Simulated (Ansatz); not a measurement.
# Structural relaxation of glassy 59P2O5-36K2O-5BeO (mol %) (117 atoms), part 3 of 3

Aim: bring glassy 59P2O5-36K2O-5BeO (mol %) (117 atoms) to a nearby minimum of the energy and see what moves.

Ansatz 0.2.0; Kohn-Sham DFT, revPBE, PAW (set soft_2), plane waves.

The cell: 26 P, 16 K, 1 Be and 74 O. The quench rate of 50 K/ps is many orders above laboratory rates. The starting topology of bonds comes from the classical model. Only the Γ point is sampled, in a cell whose shortest periodic width is 12 Å.

So far, density (g/cm³): step 4 (local order after relaxation) 2.45.

**5. Single point at the relaxed geometry**

One more single point at the end of the walk gives the fuller output and checks the residual forces.

Input file input.yaml:

```yaml
crystal:
  lattice:
    - [12.11633, 0.0, 0.0]
    - [0.0, 12.11633, 0.0]
    - [0.0, 0.0, 12.11633]
  atoms:
    - { symbol: P, position: [0.72108, 0.09202, 0.29005] }
    - { symbol: P, position: [0.21331, 0.38198, 0.37632] }
    - { symbol: P, position: [0.46852, 0.55539, 0.70294] }
    - { symbol: P, position: [0.34912, 0.69398, 0.10221] }
    - { symbol: P, position: [0.33363, 0.27207, 0.56325] }
    - { symbol: P, position: [0.84165, 0.7389, 0.22109] }
    - { symbol: P, position: [0.89241, 0.75936, 0.96651] }
    - { symbol: P, position: [0.90801, 0.25829, 0.69188] }
    - { symbol: P, position: [0.73679, 0.69886, 0.45575] }
    - { symbol: P, position: [0.94192, 0.20164, 0.25174] }
    - { symbol: P, position: [0.79924, 0.49139, 0.13664] }
    - { symbol: P, position: [0.33548, 0.9233, 0.99077] }
    - { symbol: P, position: [0.14542, 0.98076, 0.85918] }
    - { symbol: P, position: [0.93854, 0.00053, 0.99253] }
    - { symbol: P, position: [0.38955, 0.15501, 0.10606] }
    - { symbol: P, position: [0.06233, 0.38891, 0.82229] }
    - { symbol: P, position: [0.01916, 0.82407, 0.36995] }
    - { symbol: P, position: [0.2511, 0.34877, 0.13731] }
    - { symbol: P, position: [0.70092, 0.94853, 0.48129] }
    - { symbol: P, position: [0.983, 0.39388, 0.39484] }
    - { symbol: P, position: [0.12444, 0.03873, 0.28188] }
    - { symbol: P, position: [0.78258, 0.16899, 0.88125] }
    - { symbol: P, position: [0.30907, 0.38374, 0.77319] }
    - { symbol: P, position: [0.25398, 0.05741, 0.49688] }
    - { symbol: P, position: [0.46912, 0.95938, 0.53164] }
    - { symbol: P, position: [0.64089, 0.88919, 0.1643] }
    - { symbol: K, position: [0.81362, 0.49485, 0.8628] }
    - { symbol: K, position: [0.5389, 0.32588, 0.2491] }
    - { symbol: K, position: [0.57457, 0.62031, 0.21678] }
    - { symbol: K, position: [0.39222, 0.64127, 0.44333] }
    - { symbol: K, position: [0.5442, 0.40196, 0.96548] }
    - { symbol: K, position: [0.10861, 0.61676, 0.19271] }
    - { symbol: K, position: [0.46463, 0.11001, 0.83694] }
    - { symbol: K, position: [0.35001, 0.90224, 0.28858] }
    - { symbol: K, position: [0.5809, 0.70628, 0.90267] }
    - { symbol: K, position: [0.31461, 0.84316, 0.70114] }
    - { symbol: K, position: [0.99611, 0.61941, 0.58127] }
    - { symbol: K, position: [0.66032, 0.18719, 0.61296] }
    - { symbol: K, position: [0.70677, 0.8946, 0.78723] }
    - { symbol: K, position: [0.98224, 0.989, 0.63136] }
    - { symbol: K, position: [0.16951, 0.66754, 0.85414] }
    - { symbol: K, position: [0.69407, 0.46667, 0.56383] }
    - { symbol: Be, position: [0.01007, 0.36863, 0.06529] }
    - { symbol: O, position: [0.9204, 0.43439, 0.49184] }
    - { symbol: O, position: [0.34633, 0.68854, 0.22776] }
    - { symbol: O, position: [0.03226, 0.30281, 0.72584] }
    - { symbol: O, position: [0.84373, 0.08929, 0.97313] }
    - { symbol: O, position: [0.45551, 0.65504, 0.04976] }
    - { symbol: O, position: [0.9602, 0.79432, 0.24828] }
    - { symbol: O, position: [0.83118, 0.71141, 0.36774] }
    - { symbol: O, position: [0.73608, 0.81904, 0.23609] }
    - { symbol: O, position: [0.44406, 0.67792, 0.70629] }
    - { symbol: O, position: [0.89614, 0.89371, 0.92795] }
    - { symbol: O, position: [0.04067, 0.04307, 0.91974] }
    - { symbol: O, position: [0.04064, 0.5044, 0.78303] }
    - { symbol: O, position: [0.46479, 0.49826, 0.59157] }
    - { symbol: O, position: [0.35843, 0.04625, 0.03123] }
    - { symbol: O, position: [0.80706, 0.71743, 0.88594] }
    - { symbol: O, position: [0.96027, 0.98541, 0.11075] }
    - { symbol: O, position: [0.01166, 0.45991, 0.29649] }
    - { symbol: O, position: [0.98607, 0.25032, 0.14861] }
    - { symbol: O, position: [0.57954, 0.0008, 0.46467] }
    - { symbol: O, position: [0.00463, 0.71003, 0.97127] }
    - { symbol: O, position: [0.54174, 0.86238, 0.23078] }
    - { symbol: O, position: [0.83965, 0.61059, 0.20547] }
    - { symbol: O, position: [0.40461, 0.89801, 0.89163] }
    - { symbol: O, position: [0.10395, 0.88703, 0.78799] }
    - { symbol: O, position: [0.21809, 0.0674, 0.81098] }
    - { symbol: O, position: [0.35289, 0.41777, 0.14373] }
    - { symbol: O, position: [0.21561, 0.31178, 0.2669] }
    - { symbol: O, position: [0.01179, 0.34887, 0.92907] }
    - { symbol: O, position: [0.43305, 0.847, 0.49765] }
    - { symbol: O, position: [0.76645, 0.00516, 0.38027] }
    - { symbol: O, position: [0.64829, 0.88095, 0.04248] }
    - { symbol: O, position: [0.38187, 0.0462, 0.46791] }
    - { symbol: O, position: [0.48396, 0.20972, 0.04716] }
    - { symbol: O, position: [0.20107, 0.96307, 0.55235] }
    - { symbol: O, position: [0.14478, 0.39588, 0.09055] }
    [... 33 atom lines left out ...]
    - { symbol: O, position: [0.56095, 0.51689, 0.77909] }
    - { symbol: O, position: [0.78572, 0.67876, 0.56825] }
    - { symbol: O, position: [0.71513, 0.53252, 0.05258] }
    - { symbol: O, position: [0.92142, 0.27709, 0.35476] }
    - { symbol: O, position: [0.69168, 0.10434, 0.82476] }
    - { symbol: O, position: [0.24535, 0.66392, 0.04138] }
kpoints:
  mp_grid: { grid: [1, 1, 1] }
hamiltonian:
  xc: revpbe
scf:
  occupations: { method: fermi_dirac, width: 0.05 }
output:
  forces: true
  stress: true
  populations: true
  dos:
    method: { smearing: { sigma: 0.1 } }
    de: 0.1
    projected: { site_lists: { Be: [Be], K: [K], O: [O], P: [P] } }
  eigenvalues: true
  write_density: true
  write_potential: true
  volumetric_format: npy
```

The run is started by

```
$ ansatz run input.yaml --threads 4 --pin off --max-ram 8192MiB --backend cpu --events-out ev --progress --plain --runs-dir out
```

Numbers of over 12 decimals in the logs are rounded to 6 here.

The log of the run:

```text
[...]
Crystal: 117 atoms, lattice volume = 1778.743 Å³
Basis set: ecut = 420 eV, 34697 PW (Γ), exchange–correlation on 162×162×162 points (8 copies of the dense FFT grid, shifted against one another)
Bands: 477, of which v1, the nominal top of the filled ones, is band 360 counted from 1 (359 counted from 0)
Symmetry: 1 space group operations
[...]
k-points: 1
[...]
SCF iter   1: F=—  HF=-86602.885903 eV  |F-HF|=—  |Δ(HF+E_count)|=         —  Δρ=4.05e-3  dr2=3.76e-1  ethr=1.77e-3  ⟨swp⟩=8.0  Hψ=2420  notcnv=0  defer=98
[...]
SCF iter  10: F=-86602.833853 eV  HF=-86602.833853 eV  |F-HF|=1.41e-8  |Δ(HF+E_count)|=   9.88e-8  Δρ=1.81e-6  dr2=4.82e-8  ethr=1.39e-11  ⟨swp⟩=28.0  Hψ=5033  notcnv=0
SCF 1 converged in 10 iterations: F = -86602.833853 eV  dr2 = 4.82e-8
[...]
WARN: The input density's exchange-correlation potential varies sharply where the density is thin. Do not read a vacuum level from v_tot or v_xc, or from such a field of the output density. On a cell that repeats whose density bears no net charge and no dipole along the vacuum's axis use v_es (v_loc + v_h of the components); [...]
SCF converged after 10 iterations
Free energy (F): -86602.833853 eV
[...]
Internal energy: -86602.833853 eV  (E = F + TS)
E sigma→0 (E₀):  -86602.833853 eV
Fermi energy:    5.497690 eV
[...]
--- Forces (eV/Å), atoms counted from 1 ---
  atom   1  P     -0.00067656     0.00277688     0.02938009
  atom   2  P     -0.00321878     0.00331606     0.04066594
  atom   3  P     -0.01723088     0.02249922    -0.03333145
  atom   4  P     -0.01909795     0.01623752    -0.00043474
  atom   5  P     -0.01069390    -0.01596486     0.01736654
  atom   6  P     -0.01582179    -0.00605608     0.00905817
  atom   7  P     -0.01460618     0.00874275     0.01535991
  atom   8  P     -0.00631015     0.00937473    -0.00937768
  atom   9  P      0.02863984     0.00386128     0.00682939
  atom  10  P      0.00831022     0.00446616     0.00473647
  atom  11  P     -0.01726264    -0.00109731     0.01643617
  atom  12  P     -0.02657458     0.00714405    -0.01447252
  atom  13  P      0.00584362    -0.00056725    -0.00449518
  atom  14  P     -0.00211849     0.00057942    -0.00342652
[...]
atom 116  O     -0.00917456     0.00492357    -0.00140608
  atom 117  O      0.00404956     0.00051042     0.00389435
  max |Σ_I F_I| component: 8.26e-5 eV/Å
--- Stress (GPa, compression-positive) ---
        2.412988       0.442813      -0.552497
        0.442812       3.300819      -0.220314
       -0.552498      -0.220312       3.379628
  P = ⅓ Tr σ = 3.0311 GPa (30.311 kbar)
--- Band table (eV) ---
[...]
--- Löwdin populations: 117 sites ---
  site symbol       q [e]
     0      P      2.7994
     1      P      2.8482
     2      P      2.9617
[...]
116      O      6.9079
  spilling = 0.014977 (of n_electrons = 720.000000)
```

Wall time 42 s (4 threads of Arm Neoverse V2, shared host); peak memory 2.5 GiB; 2.7 min of CPU time.

The program notes that the exchange-correlation potential is rough where the density is thin.

Read from the output:

```
free energy                                      : -86602.8339 eV
free energy per atom                             : -740.1952 eV/atom
SCF cycles                                       : 10
pressure                                         : 3.031 GPa
r.m.s. force component                           : 0.00992 eV/Å
longest force                                    : 0.05059 eV/Å
Fermi energy                                     : 5.498 eV
gap (highest filled to lowest empty level) : 3.799 eV
spilling of the projection                       : 0.01498
```

Löwdin charges by element (they lack the spilled electrons, 0.092 e an atom on average):

```tsv
element	coordination	atoms	mean charge (e)	spread	least	most
Be	all	1	1.60	0	1.60	1.60
K	all	16	0.844	0.0096	0.826	0.860
O	all	74	-0.810	0.0743	-0.977	-0.704
P	all	26	2.14	0.0441	2.04	2.24
```

Density of states as counts of states in windows of 1 eV (from the Fermi level), total and the larger projections:

```tsv
from (eV)	to (eV)	total	O p	P p	O s
-10	-9	9.9	6.8	1.2	1.2
-9	-8	26.4	18.6	2.7	3.5
-8	-7	52.3	39.3	4.9	5.5
-7	-6	58.9	48.6	4.2	3.8
-6	-5	57.3	50.2	2.7	2.3
-5	-4	72.9	66.8	2.9	0.8
-4	-3	75.3	71.0	1.7	0.3
-3	-2	29.4	28.4	0.3	0.1
-2	-1	2.0	2.0	0.0	0.0
-1	1	0.0	0.0	0.0	0.0
1	2	1.6	0.1	0.0	0.4
2	3	4.9	0.8	0.5	0.8
3	4	20.1	3.1	3.7	2.6
4	5	42.5	6.9	12.1	3.6
```

Between -26 and -10 eV lie 304 more states.

About 32 of the 720 electrons lie in deeper levels, below the stored range.

The levels nearest the highest filled one (over half full), pooled over k-points and spins:

```tsv
level less the highest filled one (eV)	occupation
-0.732	2
-0.624	2
-0.587	2
-0.332	2
-0.261	2
0	2
3.80	0
4.63	0
4.81	0
4.87	0
5.00	0
5.14	0
```

Electrostatic potential energy in the bc plane at fractional x = 0.005, with atoms of P and K and Be and O within 0.2 Å of it. With pseudopotentials it is smooth inside the atoms' cores, unlike the true potential.

Ten even steps from '0' (-40 eV) to '9' (10 eV), each cell a mean:
```
4568999999743699999999710179999876
4137999999500289999999953589999987
7468999999732588999999999999999998
9999999999875357889999999999999999
9999999999874347436999999999999999
9999999986346778535999999999999999
8899999872027999989999999999999988
3689999886579999999988889999999853
0379999999999999998643578999998620
1479999999999999997300058999998741
7899999999999999998400158999999887
9999999999999999998765689999999999
9999999999987678999998999998887899
9999999999851005899999999874346899
9999999999840003799999999730005899
9863378888863222589999999730005899
9820036678888720059999999864457899
9863354468999962379999999853689999
9998875568999999999999999966899999
9999988413799999999998999999999999
7999998301687889999999999999999986
5899999866752268999999999999999974
7899999999730158999999999999999987
5689999999875679999999953599999876
```
Columns run along b (12.1 Å; values clipped at the 3rd and 97th percentile), rows up along c (12.1 Å). Atoms in or near the plane, at fractional coordinates: P at (0.82, 0.37), K at (0.62, 0.58), Be at (0.37, 0.07), O at (0.46, 0.30), O at (0.71, 0.97), O at (0.35, 0.93), O at (0.10, 0.31).

Valence density in the bc plane at fractional x = 0.005, with atoms of P and K and Be and O within 0.2 Å of it. It is the smooth field of the valence electrons, not physical close to the nuclei.

Ten steps, logarithmic in the rise over the least value, from '0' (0.0 e/Å³) to '9' (6.9 e/Å³), each cell a mean:
```
6654100012578641000013699863111234
7875200013799852100002578742111235
6764200013578643211001233321011123
3332100001345544444210001000011112
1100000123444445786410000000112111
0000001246775445786410000000011111
3210001358985323444210000000001123
7531011246764211111223210000001367
8742122223321000002467641000002578
7631123321100000014788862000001468
4310122210000111113688852000001234
1000001100012233212355531001233321
0000000000123444311111111223455531
0000000011244444310000123344566531
0123321123344345421000123454455421
1468853233344577752100012344344321
2589975333223589974100012356543211
1367765443212468863100012467632111
1223344555311134431111112466531001
3211125788531111100112111233211123
6421024799642111110011000000001356
6521013566432222210000000000001357
5421000122221222210001233321001245
4432000001244321100002478742101234
```
Columns run along b (12.1 Å), rows up along c (12.1 Å). Atoms in or near the plane, at fractional coordinates: P at (0.82, 0.37), K at (0.62, 0.58), Be at (0.37, 0.07), O at (0.46, 0.30), O at (0.71, 0.97), O at (0.35, 0.93), O at (0.10, 0.31).

Mean Löwdin charges: Be +1.60, K +0.84, O -0.81, P +2.14 e (they miss 1.5 % of the electrons, so they add up to more than the cell's charge).

A closer look about O107, picked at random: 8 atoms, nearest first, numbered in the order of the input, with positions taken from that point.

```tsv
atom	x	y	z	distance (Å)	bonds	Löwdin charge (e)
O107	0.00	0.00	0.00	0.00	3	-0.85
P25	-0.17	-0.37	-1.44	1.49	4	2.09
O62	1.17	0.13	-2.25	2.54	3	-0.73
O72	-0.61	-1.73	-1.85	2.60	4	-0.85
O75	-1.23	0.68	-2.21	2.62	3	-0.73
K33	-0.23	1.46	2.26	2.70	7	0.83
K36	-2.04	-1.78	0.62	2.78	6	0.84
O95	-0.41	3.07	-0.81	3.20	2	-0.80
```

The column of bonds counts only the pairs O-P within 2.11 Å, O-K within 3.15 Å, O-Be within 2.15 Å; other neighbours, such as metal atoms beside each other in a compound, aren't counted, and periodic images can show an atom twice.

**6. What came out**

```json
{
 "energy change in the relaxation": "-213.4 meV/atom",
 "r.m.s. displacement": "1.367 Å",
 "largest displacement": "3.725 Å",
 "free energy per atom": "-740.1952 eV/atom",
 "pressure": "3.031 GPa",
 "r.m.s. force component": "0.00992 eV/Å",
 "gap (highest filled to lowest empty level)": "3.799 eV",
 "wall time of the 3 DFT runs": "22 min"
}
```

Relaxation lowers the energy by 213 meV/atom and moves atoms by 1.4 Å r.m.s.; the r.m.s. force component goes from 1.6 to 0.0099 eV/Å, the pressure goes from 6.2 to 3.0 GPa, and the gap from 1.21 to 3.80 eV. From the first step to the last the energy fell by 24.974 eV, and the largest move was 3.72 Å (K34, with 1 other atom within 2 % of it). The O-Be bonds change most in mean length: from 1.538 Å (spread 0.011) to 1.689 Å (spread 0.058), and their number from 3 to 4. Counting bonds to P alone, not to Be, 42 % of the oxygens join two of these atoms and 58 % one. Between filled and empty levels lie 3.80 eV (at Γ alone); a semilocal functional tends to put such gaps too low. In a disordered cell it changes from sample to sample, and tail or defect levels can set it.

**Limits.** The network of bonds at the start is that of the classical potential that made the cell; in DFT atoms moved by 1.4 Å r.m.s. The pressure of 3.0 GPa means that a free cell would grow at this level.

[Logs are printed without paths, hosts, clocks, repeated set-up lines and the standing remarks that a program may print on its own settings, such as how far it seeks lower states.]

[Hosts, paths, dates, database ids (printed as entryN), source tags and the programs' standing remarks are cut or masked in the printed files.]
